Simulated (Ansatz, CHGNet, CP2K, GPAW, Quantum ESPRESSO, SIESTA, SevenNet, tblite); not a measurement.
# H-capped Ge nanowire along [111] (48 atoms) in GPAW

How do the settings of GPAW change the result for H-capped Ge nanowire along [111] (48 atoms)? A plane-wave run serves as the yardstick.

Method: the method is named at each step, in GPAW 26.7.0.

**1. The starting structure**

The cell holds 48 atoms: 22 Ge and 26 H. Its edges and angles: a = 15.499 Å, b = 18.815 Å, c = 9.800 Å, α = 90.0°, β = 90.0°, γ = 90.0°. It derives from Ge (diamond-structure). Square section of size parameter 3.53 Å cut from diamond-structure Ge (a = 5.658 Å) along [111], 1 period, broken bonds capped with H, 9 Å of vacuum. Then every atom was moved at random, 0.02 Å r.m.s. a Cartesian component (hydrogen 0.6 of that). Regions: wire, 22 atoms (22 Ge); hydrogen, 26 atoms (26 H). Vacuum lies along a and b. The structure's axis is c.

The yardstick, on the same geometry:

| Property | Result |
| --- | --- |
| method | Kohn-Sham DFT, PBE, SSSP efficiency 1.3.0 pseudopotentials, plane waves (Quantum ESPRESSO 7.5); sssp-pbe-1.3.0-efficiency, cutoffs 45/360 Ry, Γ point |
| r.m.s. force component | 0.4353 eV/Å |
| longest force | 1.657 eV/Å |
| gap (highest filled to lowest empty level) | 2.859 eV |
| time | 2.5 min on 4 MPI ranks of Arm Neoverse V2, shared host |
| CPU time | 9.9 min |

**2. PBE, LCAO dzp, h 0.2 Å**

Method: Kohn-Sham DFT, PBE, PAW, atomic orbitals (dzp).

Contents of run.py:

```python
import numpy as np
from ase.io import read
from gpaw import GPAW, FermiDirac

atoms = read("structure.xyz")
atoms.calc = GPAW(
    mode="lcao",
    basis="dzp",
    h=0.2,
    xc="PBE",
    kpts={"size": (1, 1, 1), "gamma": True},
    occupations=FermiDirac(0.05),
    maxiter=200,
    symmetry={"point_group": False},
    txt="gpaw.txt",
)
energy = atoms.get_potential_energy(force_consistent=True)
forces = atoms.get_forces()
print(f"energy {energy:.6f} eV")
print("forces (eV/A)")
for i, (a, f) in enumerate(zip(atoms, forces)):
    print(f"{i:4d} {a.symbol:2s} {f[0]:10.5f} {f[1]:10.5f} {f[2]:10.5f}")
print(f"Fermi level {atoms.calc.get_fermi_level():.4f} eV")
for k in range(len(atoms.calc.get_ibz_k_points())):
    for s in range(atoms.calc.get_number_of_spins()):
        e = atoms.calc.get_eigenvalues(kpt=k, spin=s)
        n = np.searchsorted(e, atoms.calc.get_fermi_level())
        print(f"k {k} spin {s} levels about the Fermi level:", np.round(e[max(n - 6, 0):n], 4).tolist(), "|", np.round(e[n:n + 6], 4).tolist())
```

Contents of structure.xyz:

```xyz
48
Lattice="15.49929 0.00000 0.00000 0.00000 18.81460 0.00000 0.00000 0.00000 9.79994" Properties=species:S:1:pos:R:3 pbc="T T T"
Ge 5.76620 5.99283 0.03597
Ge 5.67584 5.90289 2.44910
Ge 5.78480 8.24305 3.30601
Ge 5.76698 8.21483 5.69896
Ge 5.75194 12.89214 9.77858
Ge 5.71273 12.88066 2.43636
Ge 5.74853 10.52564 6.53744
Ge 5.73381 10.56647 8.97822
Ge 9.77587 5.95031 9.78014
Ge 9.74099 5.91757 2.45155
Ge 9.77029 8.29893 3.26485
Ge 9.73712 8.27146 5.74129
Ge 7.68734 7.06883 6.52382
Ge 7.72795 7.13600 9.00712
Ge 9.73696 12.84040 0.01607
Ge 9.75293 12.84228 2.51682
Ge 7.78839 9.38849 9.78485
Ge 7.77041 9.39187 2.47576
Ge 7.77816 11.74595 3.30072
Ge 7.76685 11.67709 5.74129
Ge 9.76874 10.56158 6.57939
Ge 9.76424 10.57456 9.00516
H 4.52998 6.66733 9.28603
H 5.75566 4.48578 9.27457
H 4.49278 5.17270 2.97271
H 6.95856 5.23592 2.95782
H 4.52455 8.99752 2.74516
H 4.46442 7.56046 6.24050
H 6.98615 13.57097 9.28339
H 4.48611 13.61801 9.30132
H 5.74078 14.29552 2.92812
H 4.48875 12.17022 2.94782
H 4.49619 11.24003 6.03843
H 4.48270 9.85528 9.45929
H 9.75820 4.47543 9.28907
H 11.01845 6.68596 9.28868
H 11.01442 5.21202 2.97575
H 8.50012 5.21936 2.98340
H 11.03379 8.99338 2.72193
H 10.98311 7.53656 6.25795
H 7.77677 5.69706 6.00442
H 8.50648 13.60597 9.31416
H 10.96947 13.58565 9.29407
H 10.97753 12.09045 3.00809
H 9.72549 14.29101 2.93420
H 7.77134 13.18584 6.21355
H 11.00233 11.29741 5.97963
H 10.98652 9.82799 9.50653
```

Started as:

```
OMP_NUM_THREADS=1 python run.py > output.txt
```

The log of the run:

```text
energy -174.849054 eV
forces (eV/A)
   0 Ge    0.37307   -1.23381   -0.02973
   1 Ge    0.60685    1.25593   -0.27716
   2 Ge   -0.40238   -0.48818   -0.63355
   3 Ge   -0.49658    0.57222    0.25647
   4 Ge   -1.07737   -0.92747    0.68993
   5 Ge    1.28150   -0.67171   -0.67121
   6 Ge    0.59272   -0.30443    0.20905
   7 Ge    0.90654    0.44668   -0.14979
   8 Ge   -0.87845   -0.15994    0.47964
   9 Ge    0.85783    1.00495   -0.37404
  10 Ge   -0.06968   -1.09506    0.34244
  11 Ge   -0.55980    0.05194   -0.30554
  12 Ge    0.76921    1.57255    0.89591
  13 Ge    0.53487   -0.90706   -0.46112
  14 Ge    0.39173   -0.08265    0.88895
  15 Ge   -0.30638   -0.24334   -1.20715
  16 Ge   -0.54498    0.72205    0.41459
  17 Ge   -0.06314    0.52744   -0.30088
  18 Ge   -0.86339   -0.27397   -0.15199
  19 Ge   -0.16649    0.40107    0.14209
  20 Ge   -0.04532   -0.10605   -0.12441
  21 Ge   -0.44549    0.26240   -0.33260
  22 H    -0.80411    0.43697   -0.32077
  23 H     0.02507    0.48711    0.11549
[...]
40 H     0.04630   -1.84346   -0.62245
  41 H    -0.05928    0.19204   -0.15508
  42 H     0.56647    0.24814   -0.19992
  43 H     0.66638   -0.24504    0.27976
  44 H     0.13312    0.93718    0.43494
  45 H    -0.01813   -0.07287    0.05588
  46 H     0.24943    0.14268   -0.04085
  47 H     0.74648   -0.37823    0.34800
Fermi level -1.9952 eV
k 0 spin 0 levels about the Fermi level: [-4.3053, -4.0782, -3.8862, -3.8479, -3.8118, -3.1881] | [-0.2257, -0.0879, 0.0089, 0.1096, 0.1568, 0.2196]
```

gpaw.txt:

```text
Input parameters:
  mode=LCAO(),
  basis={'default': 'dzp'},
  h=0.2,
  kpts=MonkhorstPack(size=(1, 1, 1), gamma=True),
  maxiter=200,
  occupations=Occupations(name='fermi-dirac', width=0.05, fixmagmom=False),
  symmetry=Symmetry(point_group=False),
  xc=XC(name='PBE')
Unit cell  # Å
| periodic |         x |         y |        z |   lengths |    angles |
|----------|-----------|-----------|----------|-----------|-----------|
|      yes | 15.499290 |  0.000000 | 0.000000 | 15.499290 | 90.000000 |
|      yes |  0.000000 | 18.814600 | 0.000000 | 18.814600 | 90.000000 |
|      yes |  0.000000 |  0.000000 | 9.799940 |  9.799940 | 90.000000 |
Number of symmetries: 1
Symmetry operations  # r_c * U_cc + t_c -> r_c
|   | kind |            matrix            |
|---|------|------------------------------|
| 0 |  E   |  1, 0, 0,  0, 1, 0,  0, 0, 1 |
BZ-sampling:
  Number of BZ points: 1
  Number of IBZ points: 1
  Monkhorst-Pack size: [1, 1, 1]
  Monkhorst-Pack shift: [0, 0, 0]
[... lines left out ...]
Reference energy: -1256472.776973  # eV
eigensolver:
density mixing:
  MSR1-Mixer
occupation numbers:
  Fermi-Dirac:
    width: 0.0500  # eV
FastPoissonSolver using
    Stencil: 6*3+1=19 point O(h^6) finite-difference Laplacian
xc functional:
  name: PBE with 2 nearest neighbor stencil
interpolation: tri-quintic # 5. degree polynomial
Initialization done in: 6.478 s
convergence criteria:
- Maximum [total energy] change in last 3 cyles: 0.0005 eV / valence electron
- Maximum integral of absolute [dens]ity change: 0.0001 electrons / valence electron
- Maximum integral of absolute [eigenst]ate change: 4e-08 eV^2 / valence electron
maximum number of iterations: 200
SCF iterations
|iter     |      energy | eigst |  dens |
|---------|-------------|-------|-------|
|iter:   1| -179.257956 |      c|       |
|iter:   2| -178.603215 |      c| -0.76 |
|iter:   3| -175.026540 |      c| -0.79 |
|iter:   4| -174.918598 |      c| -1.42 |
|iter:   5| -174.850525 |      c| -1.96 |
|iter:   6| -174.849132 |      c| -2.27 |
|iter:   7| -174.849068c|      c| -2.87 |
|iter:   8| -174.849056c|      c| -3.62 |
|iter:   9| -174.849054c|      c| -4.04c|
Converged in 9 steps
SCF loop duration: 24.020 s (2.669 s/step)
Energy contributions relative to reference atoms: (reference = -1256472.776973)
Energy contributions:
  Kinetic:         420.627455
  Coulomb:        -402.289100
  Zero:              0.130939
  External:          0.000000
  Xc:             -193.318348
  Entropy:          -0.000000
  Spinorbit:         0.000000
  ----------------------------
  Free energy:    -174.849054
  Extrapolated:   -174.849054
dipole moment: (-0.009239, 0.036914, 62.313101)  # |e|*Ang
Fermi level: -1.995
Eigenvalues  # (at kpt = [0.000, 0.000, 0.000])
| band index |      eig [eV] | occ [0-2] |
|------------|---------------|-----------|
|          0 |       -14.149 |     2.000 |
|        ... |               |           |
|         49 |        -4.543 |     2.000 |
|         50 |        -4.472 |     2.000 |
[...]
|         64 |         0.502 |     0.000 |
|        ... |               |           |
|         72 |         1.302 |     0.000 |
Gap: 2.962 eV
Transition (v -> c):
  (s=0, k=0, n=56, [0.00, 0.00, 0.00]) -> (s=0, k=0, n=57, [0.00, 0.00, 0.00])
No difference between direct/indirect transitions
Force computation time: 4.017  # s
timing:  # [seconds]
  Total:  34.536  # ━━━━━━━━━━━━━━━━━━━━━━━━━━━━━━━━━━━━━━━━━━━━━━━━━━━━━━━━━
  Init:    6.478  # ━━━━━━━━━━╸
  SCF:    24.020  # ━━━━━━━━━━━━━━━━━━━━━━━━━━━━━━━━━━━━━━━╸
  Forces:  4.017  # ━━━━━━╸
```

It took 36 s on 1 thread of Arm Neoverse V2, shared host; peak memory 1.2 GiB.

Banners, paths, timers and routine set-up lines are dropped from the logs unmarked, and long logs keep their key lines alone; longer cuts are marked.

Numbers from this run, and their distance from the reference:

```
r.m.s. force component                           : 0.5563 eV/Å
r.m.s. difference of force components            : 185.6 meV/Å
longest difference of force vectors              : 504.8 meV/Å
force difference over r.m.s. force               : 42.63 %
slope of forces against the reference's          : 1.226
correlation of force components                  : 0.9591
gap (highest filled to lowest empty level) : 2.962 eV
gap difference                                   : 0.1037 eV
```

This run lies far from the reference in forces at the same functional. Basis and potentials both differ; the latter hold 114 valence electrons against the reference's 334.

Length of the force difference by element (eV/Å):

```
element  atoms  mean  most
     Ge     22  0.21  0.35
      H     26  0.38  0.50
```

Levels nearest the highest filled one (eV from it): -1.12, -0.89, -0.70, -0.66, -0.62, 0.00, 2.96, 3.10, 3.20, 3.30, 3.34, 3.41.

A closer look about Ge13, which bears the longest force: 9 atoms, nearest first, numbered in the order of the input, with positions taken from that point.

```
atom      x      y      z  distance (Å)  bonds     Fx     Fy  Fz (eV/Å)
Ge13   0.00   0.00   0.00          0.00      4   0.77   1.57       0.90
 H41   0.09  -1.37  -0.52          1.47      1   0.05  -1.84      -0.62
 Ge4  -1.92   1.15  -0.82          2.38      4  -0.50   0.57       0.26
Ge14   0.04   0.07   2.48          2.48      4   0.53  -0.91      -0.46
Ge12   2.05   1.20  -0.78          2.50      4  -0.56   0.05      -0.31
 H28  -3.22   0.49  -0.28          3.27      1  -0.23  -0.22       0.05
 H40   3.30   0.47  -0.27          3.34      1   0.48  -0.33       0.22
 Ge3  -1.90   1.17  -3.22          3.92      4  -0.40  -0.49      -0.63
 Ge7  -1.94   3.46   0.01          3.96      4   0.59  -0.30       0.21
```

Atoms are counted from 1 here, from 0 in the log.

Forces lie 43 % from the reference's, at 0.060 times its CPU time (on 1 against 4 cores).

**3. PBE, LCAO sz(dzp), h 0.2 Å**

Method: Kohn-Sham DFT, PBE, PAW, atomic orbitals (sz(dzp)).

Edit run.py of step 2 so:

```diff
@@ -7,3 +7,3 @@
     mode="lcao",
-    basis="dzp",
+    basis="sz(dzp)",
     h=0.2,
```

structure.xyz is that of step 2.

The log of the run:

```text
energy -153.041693 eV
forces (eV/A)
   0 Ge    1.39142   -0.93626    0.51025
   1 Ge    1.00403    2.32740   -0.78508
   2 Ge    0.46247   -0.87161   -0.42364
   3 Ge    0.27814    1.03997   -0.02647
   4 Ge   -0.87733   -1.87389    1.19812
   5 Ge    2.41152   -1.40421   -1.34238
   6 Ge    1.56673   -0.85655    0.50782
   7 Ge    2.06638    0.80631   -0.44060
   8 Ge   -1.89752    0.37798    1.00818
   9 Ge    0.61260    1.97795   -0.89496
  10 Ge   -0.97188   -1.55059    0.73875
  11 Ge   -1.55149    0.48074   -0.66356
  12 Ge    0.83667    2.82740    1.56703
  13 Ge    0.63238   -0.80570   -0.61913
  14 Ge    0.07106   -0.95191    1.56074
  15 Ge   -1.15248   -0.85375   -1.91504
  16 Ge   -0.62793    0.79625    0.60188
  17 Ge   -0.12285    0.70450   -0.49105
  18 Ge   -1.07069   -0.54313   -0.10928
  19 Ge   -0.20283   -0.45715   -0.16251
  20 Ge   -0.83624   -0.56138    0.24514
  21 Ge   -1.47307    0.62617   -0.70212
  22 H    -2.08902    1.22805   -0.89875
  23 H     0.05232   -0.67534   -0.28619
[...]
40 H     0.15524   -3.41667   -1.27087
  41 H    -1.09703    0.77563   -0.56039
  42 H     1.78176    0.95927   -0.69923
  43 H     1.94023   -1.13450    0.79884
  44 H     0.05287    2.52747    0.84402
  45 H    -0.01284    1.10503    0.45116
  46 H     1.30610    0.78643   -0.58949
  47 H     1.94078   -1.15178    0.85755
Fermi level -3.1395 eV
k 0 spin 0 levels about the Fermi level: [-6.0168, -5.7795, -5.6519, -5.6079, -5.543, -4.9545] | [-1.9566, -1.4601, -1.3109, -1.1983, -1.1555, -0.957]
```

gpaw.txt:

```text
Input parameters:
  mode=LCAO(),
  basis={'default': 'sz(dzp)'},
  h=0.2,
  kpts=MonkhorstPack(size=(1, 1, 1), gamma=True),
  maxiter=200,
  occupations=Occupations(name='fermi-dirac', width=0.05, fixmagmom=False),
  symmetry=Symmetry(point_group=False),
  xc=XC(name='PBE')
Unit cell  # Å
| periodic |         x |         y |        z |   lengths |    angles |
[... lines left out ...]
  Fermi-Dirac:
[... lines left out ...]
convergence criteria:
- Maximum [total energy] change in last 3 cyles: 0.0005 eV / valence electron
[... lines left out ...]
Converged in 9 steps
[... lines left out ...]
  Free energy:    -153.041693
  Extrapolated:   -153.041693
dipole moment: (0.007778, 0.013574, 66.584855)  # |e|*Ang
Fermi level: -3.139
Eigenvalues  # (at kpt = [0.000, 0.000, 0.000])
| band index |      eig [eV] | occ [0-2] |
|------------|---------------|-----------|
|          0 |       -16.078 |     2.000 |
|        ... |               |           |
|         49 |        -6.218 |     2.000 |
|         50 |        -6.144 |     2.000 |
[...]
|         64 |        -0.809 |     0.000 |
|        ... |               |           |
|         72 |         0.398 |     0.000 |
Gap: 2.998 eV
Transition (v -> c):
  (s=0, k=0, n=56, [0.00, 0.00, 0.00]) -> (s=0, k=0, n=57, [0.00, 0.00, 0.00])
No difference between direct/indirect transitions
Force computation time: 1.051  # s
timing:  # [seconds]
  Total:  19.426  # ━━━━━━━━━━━━━━━━━━━━━━━━━━━━━━━━━━━━━━━━━━━━━━━━━━━━━━━━━
  Init:    5.958  # ━━━━━━━━━━━━━━━━━╸
  SCF:    12.396  # ━━━━━━━━━━━━━━━━━━━━━━━━━━━━━━━━━━━━╸
  Forces:  1.051  # ━━━
```

Elapsed: 21 s, on 1 thread; peak memory 1.1 GiB.

Compared with the plane-wave run:

- r.m.s. force component: 1.206 eV/Å
- r.m.s. difference of force components: 936.1 meV/Å
- longest difference of force vectors: 2210 meV/Å
- force difference over r.m.s. force: 215 %
- slope of forces against the reference's: 2.027
- correlation of force components: 0.7317
- gap (highest filled to lowest empty level): 2.998 eV
- gap difference: 0.1392 eV

This is a coarse setting, run to see what it loses.

Against the first run (43 %), the force difference from the reference is 215 %, at 0.58 times the CPU time, with 114 basis functions against 416: the smaller basis costs accuracy.

(Part 1 of 2 ends here.)

[Also dropped from logs without a mark: logging warnings of Python, and SIESTA's first energy breakdown and zero terms.]

[Logs are printed without paths, hosts, clocks, repeated set-up lines and the standing remarks that a program may print on its own settings, such as how far it seeks lower states.]

[Hosts, paths, dates, database ids (printed as entryN), source tags and the programs' standing remarks are cut or masked in the printed files.]
